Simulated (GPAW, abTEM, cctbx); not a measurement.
# MgTlGe: the scripts behind a bonding study

Short scripts, each with its output. The start was made by putting kin elements into a known structure type; the compound need not exist, or be stable, in this form.

### 1. Relax the structure

```text
cell
1.0
     4.551000000    0.000000000    0.000000000
     0.000000000    4.551000000    0.000000000
     0.000000000    0.000000000    6.900000000
Tl Ge Mg
2 2 2
Direct
0.500000000 0.000000000 0.289300000
0.000000000 0.500000000 0.710700000
0.500000000 0.000000000 0.715500000
0.000000000 0.500000000 0.284500000
0.500000000 0.500000000 0.000000000
0.000000000 0.000000000 0.000000000
```

```python
from ase.constraints import FixSymmetry
from ase.filters import FrechetCellFilter
from ase.io import read, write
from ase.optimize import BFGS
from ase.parallel import parprint
from gpaw import GPAW, PW, FermiDirac

atoms = read("start.vasp")
atoms.set_constraint(FixSymmetry(atoms))
atoms.calc = GPAW(mode=PW(570), xc="PBE", kpts={"size": (4, 4, 3), "gamma": True},
                 occupations=FermiDirac(0.1), maxiter=120, symmetry={"tolerance": 1e-5}, txt="relax.txt")
BFGS(FrechetCellFilter(atoms), maxstep=0.15).run(fmax=0.03, steps=40)
parprint("cell  %.4f %.4f %.4f  %.2f %.2f %.2f" % tuple(atoms.cell.cellpar()))
parprint("volume %.3f A^3, largest force %.3f eV/A, largest stress %.2f GPa" % (atoms.get_volume(), abs(atoms.get_forces()).max(), 160.218 * abs(atoms.get_stress()).max()))
atoms.set_constraint()
write("relaxed.vasp", atoms, direct=True)
```

```console
$ OMP_NUM_THREADS=1 mpirun -n 4 gpaw python run.py > gpaw.log
```

```text
      Step        Energy          fmax
BFGS:    0      -16.803709        0.703583
BFGS:    1      -16.825220        0.680525
BFGS:    2      -17.091514        0.461468
BFGS:    3      -17.239108        0.424118
BFGS:    4      -17.264393        0.347409
BFGS:    5      -17.270019        0.301253
BFGS:    6      -17.288319        0.073069
BFGS:    7      -17.288662        0.073232
BFGS:    8      -17.289025        0.070352
BFGS:    9      -17.289841        0.056310
BFGS:   10      -17.290833        0.035232
BFGS:   11      -17.291614        0.038744
BFGS:   12      -17.291796        0.033670
BFGS:   13      -17.291812        0.027540
cell  4.6331 4.6331 6.7468  90.00 90.00 90.00
volume 144.824 A^3, largest force 0.009 eV/A, largest stress 0.18 GPa
```

Time: 1.8 min on 4 cores of Intel(R) Xeon(R) Platinum 8488C (Sapphire Rapids) (shared host), peak memory 1.2 GiB.

### 2. Build the all-electron density and subtract free atoms

```text
cell
1.0
     4.633111000    0.000000000    0.000000000
     0.000000000    4.633111000    0.000000000
     0.000000000    0.000000000    6.746758000
Tl Ge Mg
2 2 2
Direct
0.500000000 0.000000000 0.343814990
0.000000000 0.500000000 0.656185010
0.500000000 0.000000000 0.766265500
0.000000000 0.500000000 0.233734500
0.500000000 0.500000000 0.000000000
0.000000000 0.000000000 0.000000000
```

```python
import numpy as np
from ase.io import read
from ase.units import Bohr
from gpaw import GPAW, PW, FermiDirac
from gpaw.calculator import GPAW as OldGPAW
from gpaw.mpi import serial_comm, world
from scipy.special import erfc
from scipy.spatial import cKDTree

atoms = read("cell.vasp")
atoms.calc = GPAW(mode=PW(450), xc="PBE", kpts={"size": (5, 5, 4), "gamma": True},
                 occupations=FermiDirac(0.1), maxiter=120, symmetry={"tolerance": 1e-5}, txt="scf.txt")
atoms.get_potential_energy()
rho = atoms.calc.get_all_electron_density(gridrefinement=2)
moments = atoms.get_magnetic_moments() if atoms.calc.get_number_of_spins() == 2 else np.zeros(len(atoms))
total = atoms.get_magnetic_moment() if moments.any() else 0.0
if world.rank == 0:
    free = OldGPAW(mode=PW(450), xc="PBE", txt=None, communicator=serial_comm)
    neutral = atoms.copy()
    neutral.set_initial_magnetic_moments(None)
    free.initialize(neutral)
    free.set_positions(neutral)
    drho = rho - free.get_all_electron_density(gridrefinement=2)
    # GPAW starts from confined atoms: exchange their smooth part for that of the datasets' free atoms
    h = np.stack(np.meshgrid(*[np.fft.fftfreq(n, 1 / n) for n in drho.shape], indexing="ij"), -1)
    gabs = np.linalg.norm(h @ atoms.cell.reciprocal(), axis=-1)
    tails = np.fft.fftn(free.get_pseudo_density(gridrefinement=2))
    g, form, v0 = np.linspace(0, gabs.max(), 1500), {}, 0
    for e in set(atoms.symbols):
        idx = atoms.symbols.search(e)
        d = free.setups[idx[0]].data
        r, w = d.rgd.r_g * Bohr, d.rgd.r_g**2 * d.rgd.dr_g
        j0 = np.sinc(2 * g[:, None] * r)
        smooth = sum(f * p**2 for f, p in zip(d.f_j, d.phit_jg)) + np.sqrt(4 * np.pi) * d.nct_g
        full = sum(f * p**2 for f, p in zip(d.f_j, d.phi_jg)) + np.sqrt(4 * np.pi) * d.nc_g
        phase = sum(np.exp(-2j * np.pi * h @ s) for s in atoms.get_scaled_positions()[idx])
        tails -= np.interp(gabs, g, j0 @ (smooth * w)) * phase * drho.size / atoms.get_volume()
        form[e] = j0 @ (full * w)
        v0 += 2 * np.pi / 3 * 14.3996 * (full * w * r**2).sum() * len(idx)  # V A^3
    tails *= 0.5 * erfc((gabs - 1.8) / 0.25)  # the tails differ at long wavelengths alone
    drho += np.fft.ifftn(tails).real  # crystal minus superposed spherical free atoms
    np.save("drho.npy", drho)
    dv = atoms.get_volume() / drho.size
    print("grid", drho.shape, " electrons %.3f" % (rho.sum() * dv), " moved by bonding %.3f e" % (abs(drho).sum() * dv / 2))
    pts = np.indices(drho.shape).reshape(3, -1).T / drho.shape @ atoms.cell
    shifts = (np.indices((3, 3, 3)).reshape(3, -1).T - 1) @ atoms.cell
    images = (atoms.positions[None] + shifts[:, None]).reshape(-1, 3)
    dist, idx = cKDTree(images).query(pts, k=4)
    out = drho.ravel()[dist[:, 0] > 0.5]
    print("deformation density beyond 0.5 A of the nuclei: max %.3f, min %.3f e/A^3" % (out.max(), out.min()))
    tie = dist < dist[:, :1] + 1e-4
    q = -np.bincount((idx % len(atoms))[tie], (drho.ravel()[:, None] / tie.sum(1, keepdims=True) * tie)[tie], len(atoms)) * dv
    print("atom        x       y       z   Voronoi charge  moment")
    for a, s, c, m in zip(atoms, atoms.get_scaled_positions(), q, moments):
        print("%-2s%-3d %7.4f %7.4f %7.4f %10.3f %10.2f" % (a.symbol, a.index + 1, *s, c, m))
    np.savez("free.npz", g=g, **form)
    print("mean inner potential of superposed free atoms %.3f V" % (v0 / atoms.get_volume()))
    print("total magnetic moment %.3f muB" % total)
```

```console
$ OMP_NUM_THREADS=1 mpirun -n 4 gpaw python run.py > gpaw.log
```

```text
grid (48, 48, 70)  electrons 250.000  moved by bonding 0.891 e
deformation density beyond 0.5 A of the nuclei: max 0.057, min -0.043 e/A^3
atom        x       y       z   Voronoi charge  moment
Tl1    0.5000  0.0000  0.3438      0.120       0.00
Tl2    0.0000  0.5000  0.6562      0.120       0.00
Ge3    0.5000  0.0000  0.7663     -0.260       0.00
Ge4    0.0000  0.5000  0.2337     -0.260       0.00
Mg5    0.5000  0.5000  0.0000      0.140       0.00
Mg6    0.0000  0.0000  0.0000      0.140       0.00
mean inner potential of superposed free atoms 16.451 V
total magnetic moment 0.000 muB
```

Time: 13 s.

### 3. Fourier-transform the difference

```python
from cctbx import adptbx, crystal, miller, xray
from cctbx.eltbx import tiny_pse
import numpy as np

cs = crystal.symmetry(unit_cell=(4.6331, 4.6331, 6.7468, 90, 90, 90), space_group_symbol='Hall: P 4ab 2ab -1ab')  # P4/nmm
atoms = [  # label, site, U (iso, or U11 U22 U33 U12 U13 U23 in A^2), occupancy
    ("Tl1", (0.5, 0, 0.34381), 0.0000, 1),
    ("Ge1", (0.5, 0, 0.76627), 0.0000, 1),
    ("Mg1", (0.5, 0.5, 0), 0.0000, 1),
]
xs = xray.structure(crystal_symmetry=cs)
for label, site, u, occ in atoms:
    u = adptbx.u_cif_as_u_star(cs.unit_cell(), u) if isinstance(u, tuple) else u
    xs.add_scatterer(xray.scatterer(label, site=site, u=u, occupancy=occ))
xs.scattering_type_registry(table="wk1995")
drho = np.load("drho.npy")
T = np.array([[1, 0, 0], [0, 1, 0], [0, 0, 1]])  # conventional axes in terms of the primitive ones
dF = np.fft.ifftn(drho) * 144.82400  # electrons a conventional cell, indexed by primitive hkl
ms = miller.build_set(cs, anomalous_flag=False, d_min=0.9).sort("resolution")
iam = ms.structure_factors_from_scatterers(xs, algorithm="direct").f_calc()
p1 = xs.expand_to_p1()
z = np.array([tiny_pse.table(sc.scattering_type).atomic_number() for sc in p1.scatterers()])
x = np.array(p1.sites_frac())
free = np.load("free.npz")
print("static structure factors of the conventional cell: F in electrons, V (Mott-Bethe) in volts")
print("   h  k  l      d  |F| table  |F| free   |F| DFT   change   |V| free  |V| DFT  change %")
for h, d, table in list(zip(ms.indices(), ms.d_spacings().data(), iam.data()))[:16]:
    df = dF[tuple(np.rint(np.linalg.solve(T, h)).astype(int))]
    phase = np.exp(2j * np.pi * x @ h)
    f = sum(np.interp(1 / d, free["g"], free[sc.scattering_type]) * p for sc, p in zip(p1.scatterers(), phase))
    fz = (z * phase).sum()
    c = 14.3996 * d * d / (np.pi * cs.unit_cell().volume())
    v0, v1 = abs(fz - f) * c, abs(fz - f - df) * c
    print("%4d%3d%3d %7.4f %9.3f %9.3f %9.3f %8.3f %9.3f %8.3f %8s" % (h + (d, abs(table), abs(f), abs(f + df), abs(f + df) - abs(f), v0, v1, "%.1f" % (100 * (v1 / v0 - 1)) if v0 > 0.02 else "-")))
```

```console
$ python run.py
```

```text
static structure factors of the conventional cell: F in electrons, V (Mott-Bethe) in volts
   h  k  l      d  |F| table  |F| free   |F| DFT   change   |V| free  |V| DFT  change %
   0  0  1  6.7468    58.987    58.879    58.824   -0.055     0.926    1.006      8.6
   1  0  1  3.8193    67.489    67.407    67.124   -0.283     1.658    1.789      7.9
   0  0  2  3.3734    90.727    90.723    91.011    0.288     3.539    3.435     -2.9
   1  1  0  3.2761   181.254   181.233   181.506    0.273     7.054    6.961     -1.3
   1  1  1  2.9470    92.195    92.179    92.000   -0.179     4.217    4.267      1.2
   1  0  2  2.7271   140.376   140.337   140.295   -0.041     5.266    5.276      0.2
   1  1  2  2.3502   118.068   117.989   117.715   -0.274     5.342    5.390      0.9
   2  0  0  2.3165   202.106   201.979   201.630   -0.349     8.156    8.215      0.7
   0  0  3  2.2489   133.356   133.273   132.974   -0.299     4.843    4.891      1.0
   2  0  1  2.1910    52.256    52.265    52.395    0.130     1.103    1.083     -1.8
   1  0  3  2.0232    71.090    70.981    70.737   -0.244     2.826    2.858      1.1
   2  1  1  1.9807    60.227    60.280    60.414    0.134     1.331    1.314     -1.2
   2  0  2  1.9096    78.786    78.686    78.501   -0.186     2.523    2.545      0.8
   1  1  3  1.8541    94.448    94.473    94.439   -0.034     2.291    2.295      0.2
   2  1  2  1.7655   124.239   124.145   124.046   -0.099     3.805    3.814      0.3
   0  0  4  1.6867    30.885    31.036    31.136    0.100     0.087    0.078    -10.4
```

Time: 0.23 s on 1 core of Intel(R) Xeon(R) Platinum 8488C (Sapphire Rapids) (shared host), peak memory 0.08 GiB.

### 4. Scan a probe

```python
import abtem
import numpy as np
from ase.build import make_supercell
from ase.io import read

abtem.config.set({"dask.lazy": False, "fft": "fftw", "diagnostics.progress_bar": False})
M = [[0, 1, 0], [0, 0, 1], [1, 0, 0]]  # rows: x, y and beam direction in the primitive cell's axes
unit = make_supercell(read("cell.vasp"), M)
unit.set_cell(list(unit.cell.lengths()) + [90, 90, 90], scale_atoms=True)
unit.positions[:, 2] += 0.5791  # keeps atomic planes off the slice boundaries
unit.wrap()
slab = unit * (3, 2, 4)
print(slab.get_chemical_formula(), "| box %.2f x %.2f x %.2f A" % tuple(slab.cell.lengths()))

# change of the potential by bonding, from the DFT deformation density (Poisson's equation term by term)
drho = np.load("drho.npy")
prim = read("cell.vasp")
h = np.stack(np.meshgrid(*[np.fft.fftfreq(n, 1 / n) for n in drho.shape], indexing="ij"), -1).reshape(-1, 3).astype(int)
g2 = ((h @ prim.cell.reciprocal()) ** 2).sum(1)
keep = (g2 > 0) & (g2 < 2.5**2)
shape = (43, 62, 28)
vg = np.zeros(shape, complex)
hm = h[keep] @ np.array(M).T
move = np.exp(-2j * np.pi * hm[:, 2] * (0.5791 / unit.cell[2, 2] - 0.5 / shape[2]))  # the same shift, sampled at mid-points
vg[tuple(hm.T % np.array(shape)[:, None])] = -14.3996 / np.pi * (np.fft.fftn(drho).ravel() / drho.size)[keep] / g2[keep] * move
dV = np.fft.ifftn(vg).real * vg.size
dV = dV.reshape(43, 62, 4, 7).mean(3) * unit.cell[2, 2] / 4  # V A, projected in each slice
dV = np.tile(dV.transpose(2, 0, 1), (4, 3, 2))


def build(atoms):
    p = abtem.Potential(atoms, gpts=(129, 124), slice_thickness=[slab.cell[2, 2] / 16] * 16,
                        parametrization="lobato", projection="infinite", exit_planes=8).build()
    p.array[:] += BONDING * dV
    return p


def potentials():
    yield build(slab)  # atoms at rest


for label, BONDING in (("IAM", 0.0), ("DFT", 1.0)):
    print("=====", label)
    potential = build(slab)
    print("grid", potential.gpts, "slices", potential.num_slices)
    thickness = potential.exit_thicknesses
    probe = abtem.Probe(energy=300000, semiangle_cutoff=18)
    probe.grid.match(potential)
    print("wavelength %.5f A, largest angle on the grid %.0f mrad" % (probe.wavelength, min(probe.cutoff_angles)))
    detectors = {"ABF": (9, 18), "BF": (0, 9), "LAADF": (22, 58)}  # mrad
    columns = [  # name, x, y (A)
        ("Tl", 0.000, 2.320),
        ("Ge", 0.000, 5.170),
        ("Mg", 2.317, 0.000),
        ("void", 1.158, 3.373),
    ]
    scan = abtem.GridScan(start=(0.0000, 0.0000), end=(4.6331, 6.7468), gpts=(18, 26), endpoint=False)
    dets = [abtem.AnnularDetector(*v) for v in detectors.values()] + [abtem.PixelatedDetector(max_angle=27)]
    runs = [probe.scan(p, scan=scan, detectors=dets, max_batch=32) for p in potentials()]
    out = [sum(x[1:], x[0]) / len(x) for x in zip(*runs)]
    images = dict(zip(detectors, out))
    images["iCOM"] = out[-1].center_of_mass().integrate_gradient()
    np.save(label + "_pacbed.npy", out[-1].array.mean(axis=(1, 2)))
    print("PACBED pixel %.3f x %.3f mrad" % out[-1].angular_sampling)
    for name, im in images.items():
        im = im.interpolate(sampling=0.1, boundary="periodic").gaussian_filter(0.25)
        np.save(label + "_" + name + ".npy", im.array)
        print(name, "signal at the columns" + (", fraction of the beam" if name in detectors else ""))
        print("  t (A)     mean" + "".join("%10s" % c[0][:9] for c in columns))
        for t, a in list(zip(thickness, im.array))[1:]:
            at = [a[round((x - 0.0000) / im.sampling[0]) % a.shape[0], round((y - 0.0000) / im.sampling[1]) % a.shape[1]] for _, x, y in columns]
            print("%7.1f %8.5f" % (t, a.mean()) + "".join("%10.5f" % v for v in at))
```

```console
$ python run.py
```

```text
Ge48Mg48Tl48 | box 13.90 x 13.49 x 18.53 A
===== IAM
grid (129, 124) slices 16
wavelength 0.01969 A, largest angle on the grid 59 mrad
PACBED pixel 1.416 x 1.459 mrad
ABF signal at the columns, fraction of the beam
  t (A)     mean        Tl        Ge        Mg      void
    9.3  0.72057   0.57376   0.68636   0.72151   0.72856
   18.5  0.69760   0.38416   0.58848   0.69275   0.71954
BF signal at the columns, fraction of the beam
  t (A)     mean        Tl        Ge        Mg      void
    9.3  0.25668   0.20529   0.25122   0.26125   0.26164
   18.5  0.24980   0.11467   0.23705   0.26681   0.26329
LAADF signal at the columns, fraction of the beam
  t (A)     mean        Tl        Ge        Mg      void
    9.3  0.01120   0.13822   0.03898   0.00827   0.00237
   18.5  0.02745   0.26452   0.10238   0.02276   0.00609
iCOM signal at the columns
  t (A)     mean        Tl        Ge        Mg      void
    9.3  0.02133   0.07564   0.04837   0.03033   0.01105
   18.5  0.02133   0.10908   0.07567   0.04050   0.00140
===== DFT
grid (129, 124) slices 16
wavelength 0.01969 A, largest angle on the grid 59 mrad
PACBED pixel 1.416 x 1.459 mrad
ABF signal at the columns, fraction of the beam
  t (A)     mean        Tl        Ge        Mg      void
    9.3  0.72054   0.57349   0.68642   0.72143   0.72854
   18.5  0.69752   0.38376   0.58865   0.69245   0.71944
BF signal at the columns, fraction of the beam
  t (A)     mean        Tl        Ge        Mg      void
    9.3  0.25668   0.20533   0.25123   0.26129   0.26166
   18.5  0.24980   0.11475   0.23706   0.26695   0.26337
LAADF signal at the columns, fraction of the beam
  t (A)     mean        Tl        Ge        Mg      void
    9.3  0.01121   0.13827   0.03900   0.00829   0.00237
   18.5  0.02749   0.26467   0.10244   0.02283   0.00612
iCOM signal at the columns
  t (A)     mean        Tl        Ge        Mg      void
    9.3  0.02106   0.07582   0.04771   0.03018   0.01102
   18.5  0.02106   0.10969   0.07464   0.04048   0.00158
```

Time: 23 s.

[Outputs are excerpts: Python notices, other lines and further rows are left out; steps that failed or that the build refused (PBEsol, TPSS) are not shown.]

[Logs are printed without paths, hosts, clocks, repeated set-up lines and the standing remarks that a program may print on its own settings, such as how far it seeks lower states.]
